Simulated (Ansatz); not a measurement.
Consider MoSeS (P-3m1).

It takes space group P-3m1 (No. 164, trigonal). Conventional cell: a = 3.253 Å, b = 3.253 Å, c = 13.617 Å, α = 90.00°, β = 90.00°, γ = 120.00°. Nearest to Mo lie 3 S at 2.41 Å and 3 Se at 2.53 Å. Se has 3 Mo at 2.53 Å nearest. Nearest to S lie 3 Mo at 2.41 Å. Farther neighbours and most contacts between anions are not listed.

```xyz
6
Lattice="3.2525 0.0000 0.0000 -1.6263 2.8168 0.0000 0.0000 0.0000 13.6173" Properties=species:S:1:pos:R:3 pbc="T T T"
Mo    0.0000    0.0000    3.5289
Mo    0.0000    0.0000   10.0884
Se    1.6263    0.9389   11.7774
Se    0.0000    1.8778    1.8399
S     0.0000    1.8778    5.0464
S     1.6263    0.9389    8.5709
```

The cell and positions are those that the Materials Project relaxed with its own functionals (PBE, PBE+U or r2SCAN), kept fixed.

Gaps computed with Ansatz 0.2.0 without a self-energy: r2SCAN 1.10 eV, r2SCAN+SOC 1.09 eV and HSE06+SOC 1.49 eV.

Question: What gap should G0W0 on r2SCAN give (9×9×2 mesh, 1256 empty bands, screening to 270 eV, hard PAW files)?

About 1.52 eV: on its mesh the run moves the gap from 1.10 eV by +0.41 eV. Bands and cutoff are finite, so the gap is not at the basis limit. The miss can reach some tenths of an eV and take either sign; the mesh is an error of its own. The many-body steps are scalar-relativistic: spin-orbit coupling is not in them.

[Paths, hosts, dates, memory and timing lines, banners, echoed tables and standing remarks are left out of the program output.]

[Logs are printed without paths, hosts, clocks, repeated set-up lines and the standing remarks that a program may print on its own settings, such as how far it seeks lower states.]

[Runs of the session that timed out or met a known fault of the program may be left out.]

[Cells called generated may have been cut or substituted from an entry of the Crystallography Open Database or the Materials Project.]

[Hosts, paths, dates, database ids (printed as entryN), source tags and the programs' standing remarks are cut or masked in the printed files.]
